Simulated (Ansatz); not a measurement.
# twin(11-21) boundary in hcp Ru: structure and resistance

Aim: the relaxed structure and the specific resistance of the twin(11-21) boundary in hcp Ru.

Method: Ansatz plane-wave DFT, PBE, PAW files; relaxation of a bicrystal slab with its lowest layers held; PAW set soft_1, in the first sound run; inputs show where later runs differ, in Ansatz 0.2.0.

### Step 1. Starting point

The cell holds 30 atoms: 30 Ru. Cell: a = 4.687 Å, b = 5.065 Å, c = 30.351 Å, α = 90.0°, β = 90.0°, γ = 62.4°. It derives from Ru. built on the (1 1 1) plane; 2 overlapping atoms removed and the grains opened by 0 Å. Vacuum lies along c.

### Step 2. Relaxing the bicrystal

The boundary is built by mirroring the lower grain in the boundary plane and removing any atoms that overlap. A thin bicrystal slab is relaxed first, with the lowest layers held and the upper grain free to shift and open.

Contents of input.yaml:

```yaml
crystal:
  lattice:
    - [4.6865830751, 0.0, 0.0]
    - [2.3432915376, 4.4905462942, 0.0]
    - [0.0, 0.0, 30.350593883]
  atoms:
    - { symbol: Ru, position: [0.1443624965, 0.7946083403, 0.1647414222] }
    - { symbol: Ru, position: [0.5837211773, 0.2492243119, 0.1859937179] }
    - { symbol: Ru, position: [0.6897465249, 0.7038402836, 0.2072460136] }
    - { symbol: Ru, position: [0.1291052056, 0.1584562552, 0.2284983093] }
    - { symbol: Ru, position: [0.2351305532, 0.6130722268, 0.249750605] }
    - { symbol: Ru, position: [0.674489234, 0.0676881985, 0.2710029007] }
    - { symbol: Ru, position: [0.7805145816, 0.5223041701, 0.2922551964] }
    - { symbol: Ru, position: [0.2198732624, 0.9769201418, 0.3135074921] }
    - { symbol: Ru, position: [0.32589861, 0.4315361134, 0.3347597878] }
    - { symbol: Ru, position: [0.7652572907, 0.8861520851, 0.3560120835] }
    - { symbol: Ru, position: [0.8712826383, 0.3407680567, 0.3772643792] }
    - { symbol: Ru, position: [0.3106413191, 0.7953840284, 0.398516675] }
    - { symbol: Ru, position: [0.4166666667, 0.25, 0.4197689707] }
    - { symbol: Ru, position: [0.8560253475, 0.7046159716, 0.4410212664] }
    - { symbol: Ru, position: [0.3106413191, 0.7953840284, 0.4835258578] }
    - { symbol: Ru, position: [0.8712826383, 0.3407680567, 0.5047781535] }
    - { symbol: Ru, position: [0.7652572907, 0.8861520851, 0.5260304492] }
    - { symbol: Ru, position: [0.32589861, 0.4315361134, 0.5472827449] }
    - { symbol: Ru, position: [0.2198732624, 0.9769201418, 0.5685350406] }
    - { symbol: Ru, position: [0.7805145816, 0.5223041701, 0.5897873363] }
    - { symbol: Ru, position: [0.674489234, 0.0676881985, 0.611039632] }
    - { symbol: Ru, position: [0.2351305532, 0.6130722268, 0.6322919277] }
    - { symbol: Ru, position: [0.1291052056, 0.1584562552, 0.6535442234] }
    - { symbol: Ru, position: [0.6897465249, 0.7038402836, 0.6747965192] }
    - { symbol: Ru, position: [0.5837211773, 0.2492243119, 0.6960488149] }
    - { symbol: Ru, position: [0.1443624965, 0.7946083403, 0.7173011106] }
    - { symbol: Ru, position: [0.0383371489, 0.3399923686, 0.7385534063] }
    - { symbol: Ru, position: [0.5989784681, 0.885376397, 0.759805702] }
    - { symbol: Ru, position: [0.4929531205, 0.4307604253, 0.7810579977] }
    - { symbol: Ru, position: [0.0535944398, 0.9761444537, 0.8023102934] }
kpoints:
  mp_grid: { grid: [6, 6, 1] }
hamiltonian:
  xc: pbe
  pseudopotentials: { kind: paw, azcp: { folder: soft_1 } }
scf:
  occupations: { method: fermi_dirac, width: 0.1 }
relax:
  f_tol: 0.03
  max_steps: 80
  constraints: [{ sites: [0, 1, 2, 3, 4, 5] }]
```

On the command line:

```sh
ansatz run input.yaml --threads 8 --pin off --max-ram 15360MiB --backend cpu --events-out ev --progress --plain --runs-dir out
```

Numbers of over 12 decimals in the logs are rounded to 6 here.

Log:

```text
Engine: ansatz 0.2.0, x86_64-unknown-linux-gnu
Pseudopotentials: kind: paw
Pseudopotential: Ru, paw, valence charge 16, recommended cutoff 420 eV (normal), soft_1/Ru.paw.azcp
Functional definition: PBE
  parameter kappa = 0.804
  parameter beta = 0.066725
  exchange = pbe_x(kappa = kappa, mu = beta*pi^2/3)
  correlation = pbe_c(beta = beta)
Crystal: 30 atoms, lattice volume = 638.738 Å³
Basis set: ecut = 420 eV, 12485 PW (Γ), exchange–correlation on 64×72×432 points (8 copies of the dense FFT grid, shifted against one another)
Bands: 288, of which v1, the nominal top of the filled ones, is band 240 counted from 1 (239 counted from 0)
Symmetry: 1 space group operations
Space group: P1 (ITA 1), of the structure as read, at distance tolerance 8.6e-5 Å
k-points: 20 of 36 (time reversal used)
Non-local potential: Ru, projectors of the file, l = 0: 3, l = 1: 2, l = 2: 2, l = 3: 1
PAW form: soft (Blöchl's): semilocal exchange-correlation on the pseudo side does not see the compensation charge
PAW one-centre angular grid: Ru, 590 points (default); XC on 64 Gauss nodes
Initial density: superposition of atomic densities (neutral atoms: chi_scale 0, normalization atom)
Initial wavefunctions: pseudopotential atomic-orbital guess
Functional: x = pbe(κ = 0.804, μ = 0.219515), c = pbe(β = 0.066725)
SCF iter   1: F=—  HF=-176370.098411 eV  |F-HF|=—  |Δ(HF+E_count)|=         —  Δρ=9.54e-2  dr2=1.81e2  ethr=3.10e-3  ⟨swp⟩=7.3  Hψ=22482  notcnv=0  defer=10
preconditioner: auto → LDOS  [metal: Δε(μ)=0.002 eV  Ē_g=4.823 eV  σ=0.100 eV  W_gap=0.01  n_scr=178 (ndim 8)  ℏωp=22.8 eV  f_vac=0.296  D(μ)=28.66/eV (n_scr^D=244)  β→1.0]
SCF iter   2: F=—  HF=-176372.687883 eV  |F-HF|=—  |Δ(HF+E_count)|=    2.59e0  Δρ=1.01e-1  dr2=1.10e2  ethr=3.10e-3  ⟨swp⟩=4.0  Hψ=15853  notcnv=0  defer=17
SCF iter   3: F=—  HF=-176350.626628 eV  |F-HF|=—  |Δ(HF+E_count)|=    2.21e1  Δρ=6.58e-3  dr2=3.40e-1  ethr=3.10e-3  ⟨swp⟩=3.0  Hψ=12805  notcnv=0  defer=34
SCF iter   4: F=—  HF=-176350.513175 eV  |F-HF|=—  |Δ(HF+E_count)|=   1.13e-1  Δρ=2.74e-3  dr2=8.70e-2  ethr=7.09e-5  ⟨swp⟩=3.0  Hψ=12217  notcnv=0  defer=30
SCF iter   5: F=—  HF=-176350.499796 eV  |F-HF|=—  |Δ(HF+E_count)|=   1.34e-2  Δρ=1.14e-3  dr2=2.27e-2  ethr=1.81e-5  ⟨swp⟩=2.0  Hψ=8175  notcnv=0  defer=30
SCF iter   6: F=—  HF=-176350.500495 eV  |F-HF|=—  |Δ(HF+E_count)|=   7.00e-4  Δρ=4.67e-4  dr2=2.82e-3  ethr=4.74e-6  ⟨swp⟩=2.0  Hψ=8168  notcnv=0  defer=30
SCF iter   7: F=—  HF=-176350.501471 eV  |F-HF|=—  |Δ(HF+E_count)|=   9.76e-4  Δρ=1.63e-4  dr2=9.27e-4  ethr=5.88e-7  ⟨swp⟩=2.5  Hψ=9554  notcnv=0  defer=30
SCF iter   8: F=—  HF=-176350.501431 eV  |F-HF|=—  |Δ(HF+E_count)|=   3.98e-5  Δρ=7.23e-5  dr2=8.44e-5  ethr=1.93e-7  ⟨swp⟩=2.0  Hψ=8084  notcnv=0  defer=30
SCF iter   9: F=—  HF=-176350.501449 eV  |F-HF|=—  |Δ(HF+E_count)|=   1.79e-5  Δρ=3.69e-5  dr2=2.59e-5  ethr=4.69e-9  ⟨swp⟩=5.0  Hψ=19860  notcnv=0
SCF iter  10: F=-176350.501446 eV  HF=-176350.501448 eV  |F-HF|=1.13e-6  |Δ(HF+E_count)|=   1.41e-6  Δρ=1.21e-5  dr2=1.89e-6  ethr=4.69e-9  ⟨swp⟩=4.0  Hψ=15375  notcnv=0
SCF 1 converged in 10 iterations: F = -176350.501446 eV  dr2 = 1.89e-6
  greatest PAW one-centre occupation: 1.000 electrons in one spin orbital (limit 2), on the Ru atom at site 18 (counted from 0), in its partial waves of l = 0
relax step   1: F+E_penalty+E_count = -176350.50144648 eV  Δ(F+E_penalty+E_count) = +0.000e0 eV  max|allowed force component| = 1.485e0 eV/Å  Δτ_max = 0.0000 Å  (10 SCF iters, dr2 threshold 2.25e-5 eV, accepted)
Initial density: handed on by an earlier stage of this run
Initial wavefunctions: those handed on with the density
iter 1 solved again at ethr=8.89e-4 eV; its pass at ethr=3.10e-3 eV (dr2=4.27e0 eV) is discarded
SCF iter   1: F=—  HF=-176351.118213 eV  |F-HF|=—  |Δ(HF+E_count)|=         —  Δρ=1.42e-2  dr2=4.38e0  ethr=8.89e-4  ⟨swp⟩=1.0  Hψ=20128  notcnv=0  defer=15
preconditioner: auto → LDOS  [metal: Δε(μ)=0.003 eV  Ē_g=4.388 eV  σ=0.100 eV  W_gap=0.01  n_scr=178 (ndim 8)  ℏωp=22.8 eV  f_vac=0.301  D(μ)=32.72/eV (n_scr^D=310)  β→1.0]
SCF iter   2: F=—  HF=-176350.976091 eV  |F-HF|=—  |Δ(HF+E_count)|=   1.42e-1  Δρ=5.18e-3  dr2=2.49e-1  ethr=8.89e-4  ⟨swp⟩=2.0  Hψ=6354  notcnv=0  defer=15
SCF iter   3: F=—  HF=-176350.945543 eV  |F-HF|=—  |Δ(HF+E_count)|=   3.05e-2  Δρ=2.74e-3  dr2=6.89e-2  ethr=5.18e-5  ⟨swp⟩=3.0  Hψ=12586  notcnv=0  defer=15
SCF iter   4: F=—  HF=-176350.929996 eV  |F-HF|=—  |Δ(HF+E_count)|=   1.55e-2  Δρ=4.50e-4  dr2=1.72e-3  ethr=1.43e-5  ⟨swp⟩=2.2  Hψ=8837  notcnv=0  defer=29
SCF iter   5: F=—  HF=-176350.929676 eV  |F-HF|=—  |Δ(HF+E_count)|=   3.19e-4  Δρ=1.24e-4  dr2=1.34e-4  ethr=3.59e-7  ⟨swp⟩=3.0  Hψ=11171  notcnv=0  defer=29
SCF iter   6: F=-176350.929740 eV  HF=-176350.929737 eV  |F-HF|=2.77e-6  |Δ(HF+E_count)|=   6.07e-5  Δρ=5.50e-5  dr2=3.14e-5  ethr=2.08e-8  ⟨swp⟩=2.9  Hψ=22323  notcnv=0
SCF 2 converged in 6 iterations: F = -176350.929740 eV  dr2 = 3.14e-5
  greatest PAW one-centre occupation: 1.000 electrons in one spin orbital (limit 2), on the Ru atom at site 25 (counted from 0), in its partial waves of l = 0
relax step   2: F+E_penalty+E_count = -176350.92973991 eV  Δ(F+E_penalty+E_count) = -4.283e-1 eV  max|allowed force component| = 8.182e-1 eV/Å  Δτ_max = 0.1950 Å  (6 SCF iters, dr2 threshold 1.00e-4 eV, accepted)
SCF iter   1: F=—  HF=-176351.636112 eV  |F-HF|=—  |Δ(HF+E_count)|=         —  Δρ=2.08e-2  dr2=2.69e1  ethr=3.10e-3  ⟨swp⟩=5.8  Hψ=14631  notcnv=0  defer=3
preconditioner: auto → LDOS  [metal: Δε(μ)=0.006 eV  Ē_g=4.435 eV  σ=0.100 eV  W_gap=0.02  n_scr=178 (ndim 8)  ℏωp=22.8 eV  f_vac=0.306  D(μ)=32.50/eV (n_scr^D=310)  β→1.0]
SCF iter   2: F=—  HF=-176351.276165 eV  |F-HF|=—  |Δ(HF+E_count)|=   3.60e-1  Δρ=9.15e-3  dr2=8.51e-1  ethr=3.10e-3  ⟨swp⟩=2.0  Hψ=7349  notcnv=0  defer=32
SCF iter   3: F=—  HF=-176351.151213 eV  |F-HF|=—  |Δ(HF+E_count)|=   1.25e-1  Δρ=5.54e-3  dr2=4.10e-1  ethr=1.77e-4  ⟨swp⟩=3.0  Hψ=12908  notcnv=0  defer=32
SCF iter   4: F=—  HF=-176351.087810 eV  |F-HF|=—  |Δ(HF+E_count)|=   6.34e-2  Δρ=6.98e-4  dr2=4.73e-3  ethr=8.54e-5  ⟨swp⟩=2.2  Hψ=9784  notcnv=0  defer=32
SCF iter   5: F=—  HF=-176351.087348 eV  |F-HF|=—  |Δ(HF+E_count)|=   4.62e-4  Δρ=2.05e-4  dr2=8.33e-4  ethr=9.85e-7  ⟨swp⟩=2.9  Hψ=12240  notcnv=0  defer=32
SCF iter   6: F=—  HF=-176351.087472 eV  |F-HF|=—  |Δ(HF+E_count)|=   1.24e-4  Δρ=7.77e-5  dr2=6.13e-5  ethr=1.73e-7  ⟨swp⟩=2.0  Hψ=7509  notcnv=0  defer=32
SCF iter   7: F=-176351.087489 eV  HF=-176351.087497 eV  |F-HF|=8.37e-6  |Δ(HF+E_count)|=   2.49e-5  Δρ=2.48e-5  dr2=1.26e-5  ethr=8.72e-9  ⟨swp⟩=5.0  Hψ=19315  notcnv=0
SCF 3 converged in 7 iterations: F = -176351.087489 eV  dr2 = 1.26e-5
  greatest PAW one-centre occupation: 1.000 electrons in one spin orbital (limit 2), on the Ru atom at site 13 (counted from 0), in its partial waves of l = 0
relax step   3: F+E_penalty+E_count = -176351.08748869 eV  Δ(F+E_penalty+E_count) = -1.577e-1 eV  max|allowed force component| = 2.242e-1 eV/Å  Δτ_max = 0.1929 Å  (7 SCF iters, dr2 threshold 4.18e-5 eV, accepted)
[...]
relax step   4: F+E_penalty+E_count = -176351.12425821 eV  Δ(F+E_penalty+E_count) = -3.677e-2 eV  max|allowed force component| = 2.641e-1 eV/Å  Δτ_max = 0.2000 Å  (8 SCF iters, dr2 threshold 3.77e-6 eV, accepted)
[...]
relax step   5: F+E_penalty+E_count = -176351.15197000 eV  Δ(F+E_penalty+E_count) = -2.771e-2 eV  max|allowed force component| = 6.573e-2 eV/Å  Δτ_max = 0.0828 Å  (9 SCF iters, dr2 threshold 5.24e-6 eV, accepted)
[...]
relax step   6: F+E_penalty+E_count = -176351.16028138 eV  Δ(F+E_penalty+E_count) = -8.311e-3 eV  max|allowed force component| = 2.725e-2 eV/Å  Δτ_max = 0.0705 Å  (10 SCF iters, accepted)
SCF iter   1: F=—  HF=-176351.352701 eV  |F-HF|=—  |Δ(HF+E_count)|=         —  Δρ=1.14e-2  dr2=9.95e-1  ethr=2.50e-3  ⟨swp⟩=6.0  Hψ=14521  notcnv=0  defer=5
preconditioner: auto → LDOS  [metal: Δε(μ)=0.006 eV  Ē_g=4.436 eV  σ=0.100 eV  W_gap=0.01  n_scr=178 (ndim 8)  ℏωp=22.8 eV  f_vac=0.307  D(μ)=32.47/eV (n_scr^D=306)  β→1.0]
SCF iter   2: F=—  HF=-176351.247653 eV  |F-HF|=—  |Δ(HF+E_count)|=   1.05e-1  Δρ=6.47e-3  dr2=1.96e-1  ethr=2.07e-4  ⟨swp⟩=2.3  Hψ=11606  notcnv=0  defer=31
SCF iter   3: F=—  HF=-176351.166475 eV  |F-HF|=—  |Δ(HF+E_count)|=   8.12e-2  Δρ=1.22e-3  dr2=7.42e-3  ethr=4.09e-5  ⟨swp⟩=3.0  Hψ=13105  notcnv=0  defer=31
SCF iter   4: F=—  HF=-176351.163990 eV  |F-HF|=—  |Δ(HF+E_count)|=   2.48e-3  Δρ=2.54e-4  dr2=4.68e-4  ethr=1.55e-6  ⟨swp⟩=2.4  Hψ=10516  notcnv=0  defer=31
SCF iter   5: F=—  HF=-176351.163860 eV  |F-HF|=—  |Δ(HF+E_count)|=   1.29e-4  Δρ=8.06e-5  dr2=4.25e-5  ethr=9.76e-8  ⟨swp⟩=2.9  Hψ=11261  notcnv=0  defer=31
SCF iter   6: F=—  HF=-176351.164843 eV  |F-HF|=—  |Δ(HF+E_count)|=   9.83e-4  Δρ=3.20e-5  dr2=7.07e-6  ethr=8.86e-9  ⟨swp⟩=2.3  Hψ=9720  notcnv=0  defer=31
SCF iter   7: F=—  HF=-176351.164845 eV  |F-HF|=—  |Δ(HF+E_count)|=   1.91e-6  Δρ=1.07e-5  dr2=1.42e-6  ethr=1.47e-9  ⟨swp⟩=2.9  Hψ=10081  notcnv=0  defer=31
SCF iter   8: F=—  HF=-176351.164845 eV  |F-HF|=—  |Δ(HF+E_count)|=   1.95e-7  Δρ=4.37e-6  dr2=1.49e-7  ethr=2.95e-10  ⟨swp⟩=2.1  Hψ=8566  notcnv=0  defer=31
SCF iter   9: F=-176351.164845 eV  HF=-176351.164845 eV  |F-HF|=4.78e-8  |Δ(HF+E_count)|=   1.13e-7  Δρ=2.33e-6  dr2=7.56e-8  ethr=2.08e-11  ⟨swp⟩=5.1  Hψ=20329  notcnv=0
SCF 7 converged in 9 iterations: F = -176351.164845 eV  dr2 = 7.56e-8
  greatest PAW one-centre occupation: 1.000 electrons in one spin orbital (limit 2), on the Ru atom at site 14 (counted from 0), in its partial waves of l = 0
relax step   7: F+E_penalty+E_count = -176351.16484526 eV  Δ(F+E_penalty+E_count) = -4.564e-3 eV  max|allowed force component| = 2.857e-2 eV/Å  Δτ_max = 0.1158 Å  (9 SCF iters, accepted)
SCF converged after 9 iterations
Free energy (F): -176351.164845 eV
Harris-Foulkes:  -176351.164845 eV  (|F-HF|=4.78e-8)
Internal energy: -176350.095171 eV  (E = F + TS)
E sigma→0 (E₀):  -176350.630008 eV
Entropy (-TS):   -1.069674 eV (-35.656 meV/atom)
Fermi energy:    13.322567 eV
--- Per-component energies (eV) ---
  E_band       = -6427.440822
  E_kinetic    = 13776.548897
  E_local      = -626986.766878  (includes V_loc(G=0)·N_el)
  E_nonlocal   = 12399.776052
  E_hartree    = 304698.607933
  E_xc         = -5081.827033
  E_vxc        = -6424.442148  (∫ρ·V_xc dr)
  E_paw        = -105050.971555  (= ΣΔE_a)
  E_vpaw       = -8589.791784  (= ΣTr[D̂ρ^β])
  E_aug_tail   = 0.019113  (compensation charges beyond the density's cutoff)
  E_ewald      = 229894.518300
  E_smearing   = -1.069674  (= −TS)
  E_closure    = -0.000000  (closes the sum)
  Σ components = -176351.164845   (vs F -176351.164845, Δ=0.00e0)
--- Forces (eV/Å), atoms counted from 1 ---
  atom   1  Ru     0.19949545    -0.05501286     1.53205734
  atom   2  Ru    -0.16905807     0.04267686     0.39007082
  atom   3  Ru     0.12138271     0.19636144    -0.38699271
  atom   4  Ru     0.11146486    -0.19750633    -0.78549005
  atom   5  Ru    -0.32716754     0.01608592    -0.42367474
  atom   6  Ru     0.04852565    -0.00102469    -0.32917587
  atom   7  Ru     0.00832616    -0.00247479     0.00749815
  atom   8  Ru     0.01283009    -0.00108947     0.01601887
  atom   9  Ru    -0.01380130     0.00878227    -0.00676701
  atom  10  Ru    -0.00619905    -0.01160677    -0.00185592
  atom  11  Ru    -0.00309447     0.01790757    -0.01969308
  atom  12  Ru     0.00745010    -0.00643058     0.00504031
  atom  13  Ru     0.02179052    -0.00865316     0.00554018
  atom  14  Ru    -0.00116377     0.00063045     0.02856794
  atom  15  Ru    -0.02773458     0.00292366    -0.02453361
  atom  16  Ru     0.00441812    -0.01485266    -0.01015157
  atom  17  Ru     0.01884112     0.01305448    -0.01589627
  atom  18  Ru     0.00567066     0.00020957     0.00768598
  atom  19  Ru    -0.02515266    -0.00057400     0.00273633
  atom  20  Ru    -0.00350873     0.00249071     0.00385299
  atom  21  Ru    -0.01054187    -0.00953584    -0.00921766
  atom  22  Ru     0.00406505     0.00484620     0.00426529
  atom  23  Ru     0.00007206    -0.00426773    -0.00042060
  atom  24  Ru     0.01060274     0.00367815     0.00540601
  atom  25  Ru     0.00712477     0.00289102     0.00089404
  atom  26  Ru     0.00466375    -0.00108868     0.00428480
  atom  27  Ru     0.00001821     0.00423022     0.00165813
  atom  28  Ru    -0.00303440     0.00115038    -0.00116223
  atom  29  Ru     0.00575441    -0.00846043     0.00184502
  atom  30  Ru    -0.00202412     0.00455851    -0.00244260
  max |Σ_I F_I| component: 1.01e-4 eV/Å
--- Relaxed structure (7 steps of the walk, 7 accepted, 0 SCFs on fresh bases) ---
  F+E_penalty+E_count = -176351.16484526 eV   max|allowed force component| = 2.857e-2 eV/Å
  atoms:
    - { symbol: Ru, position: [0.144362, 0.7946083403, 0.164741] }
    - { symbol: Ru, position: [0.583721, 0.249224, 0.185994] }
    - { symbol: Ru, position: [0.689747, 0.703840, 0.207246] }
    - { symbol: Ru, position: [0.1291052056, 0.158456, 0.228498] }
    - { symbol: Ru, position: [0.235131, 0.6130722268, 0.249751] }
    - { symbol: Ru, position: [0.674489, 0.0676881985, 0.271003] }
    - { symbol: Ru, position: [0.781958, 0.520842, 0.293355] }
    - { symbol: Ru, position: [0.217267, 0.980105, 0.313166] }
    - { symbol: Ru, position: [0.328059, 0.429336, 0.336066] }
    - { symbol: Ru, position: [0.763932, 0.891462, 0.356635] }
    - { symbol: Ru, position: [0.873470, 0.338624, 0.378908] }
    - { symbol: Ru, position: [0.311471, 0.795733, 0.397401] }
    - { symbol: Ru, position: [0.418807, 0.257915, 0.424599] }
    - { symbol: Ru, position: [0.862738, 0.704001, 0.438687] }
    - { symbol: Ru, position: [0.363557, 0.703457, 0.478558] }
    - { symbol: Ru, position: [0.919135, 0.256311, 0.492628] }
    - { symbol: Ru, position: [0.812387, 0.793141, 0.519832] }
    - { symbol: Ru, position: [0.374331, 0.336318, 0.537985] }
    - { symbol: Ru, position: [0.264346, 0.889850, 0.560586] }
    - { symbol: Ru, position: [0.828351, 0.427609, 0.581316] }
    - { symbol: Ru, position: [0.719050, -0.022374, 0.603907] }
    - { symbol: Ru, position: [0.281967, 0.519400, 0.623655] }
    - { symbol: Ru, position: [0.173479, 0.066782, 0.646358] }
    - { symbol: Ru, position: [0.735266, 0.610160, 0.667131] }
    - { symbol: Ru, position: [0.627289, 0.157961, 0.689181] }
    - { symbol: Ru, position: [0.185729, 0.703527, 0.709731] }
    - { symbol: Ru, position: [0.085370, 0.247538, 0.732879] }
    - { symbol: Ru, position: [0.646069, 0.797601, 0.753698] }
    - { symbol: Ru, position: [0.534545, 0.343499, 0.772273] }
    - { symbol: Ru, position: [0.100734, 0.882125, 0.790563] }
```

Wall time 14 min (8 threads of Intel Xeon at 2.50GHz (Skylake/Cascade Lake), shared host); peak memory 7 GiB; 1.6 h of CPU time.

The steps of the relaxation:

| step | energy less that of the first step (eV) | largest force component (eV/Å) |
| --- | --- | --- |
| 1 | 0.0000 | 1.4850 |
| 2 | -0.4283 | 0.8182 |
| 3 | -0.5860 | 0.2242 |
| 4 | -0.6228 | 0.2641 |
| 5 | -0.6505 | 0.0657 |
| 6 | -0.6588 | 0.0272 |
| 7 | -0.6634 | 0.0286 |

The atoms that moved most (Å):

| atom | dx | dy | dz | length |
| --- | --- | --- | --- | --- |
| Ru30 | 0.001 | -0.422 | -0.357 | 0.553 |
| Ru16 | 0.026 | -0.379 | -0.369 | 0.530 |
| Ru18 | 0.004 | -0.428 | -0.282 | 0.512 |
| Ru20 | 0.002 | -0.425 | -0.257 | 0.497 |
| Ru22 | 0.000 | -0.421 | -0.262 | 0.496 |
| Ru24 | -0.006 | -0.421 | -0.233 | 0.481 |
| Ru29 | -0.010 | -0.392 | -0.267 | 0.474 |
| Ru26 | -0.020 | -0.409 | -0.230 | 0.470 |

Numbers from this step:

* free energy: -176351.1648 eV
* energy at zero smearing: -176350.6300 eV
* Fermi energy: 13.32 eV

The largest force component on a free atom ends at 0.029 eV/Å, under the tolerance of 0.03, after 7 steps.

(Part 1 of 2 ends here.)

[Logs are printed without paths, hosts, clocks, repeated set-up lines and the standing remarks that a program may print on its own settings, such as how far it seeks lower states.]

[Hosts, paths, dates, database ids (printed as entryN), source tags and the programs' standing remarks are cut or masked in the printed files.]
